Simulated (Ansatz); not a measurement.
# A thicker film of MgO (110) from two thinner ones

In a field along its normal an insulating film takes a dipole p. Written as a length, p/(ε₀AE), it should grow by 1 − 1/ε for each ångström added.

How it was computed: Ansatz 0.2.0, plane waves with PAW datasets (its set soft_2), PBE; rocksalt films relaxed at a bulk in-plane lattice constant near the measured one, then held in weak fields of both signs with a dipole correction (A is the cell's area, E the outer field).

```tsv
run	distance between the outer atoms (Å)	p/(ε₀AE) (Å)
5 units	5.957	6.520
8 units	10.489	9.628
12 units	16.531	?
```

**Question.** What value belongs in the row marked “?”, and how far can the other rows tell?

Two rows fix a line: slope = (9.628 − 6.520) / (10.489 − 5.957) = 0.6858, intercept 2.4347. That slope means ε = 1/(1 − 0.6858) = 3.18. At 16.531 it gives 0.6858 × 16.531 + 2.4347 = 13.772 Å, beyond the rows fitted. Rounding of the rows alone allows about ±0.003 Å there; two rows can't show whether the line holds.

The run itself gives 13.805 Å: a miss of +0.033 Å, or 0.2 % of the value. The length is met to within 1 %, though ε is more sensitive than the length: the two thickest films give ε = 3.24.

**Limits.** This is the electronic response alone. A unit is one step of the cut along the normal (a plane, a pair of planes or a cell), and the layers relax along it, away from their bulk spacing where the functional's lattice constant differs from the one held.

[Logs are printed without paths, hosts, clocks, repeated set-up lines and the standing remarks that a program may print on its own settings, such as how far it seeks lower states.]
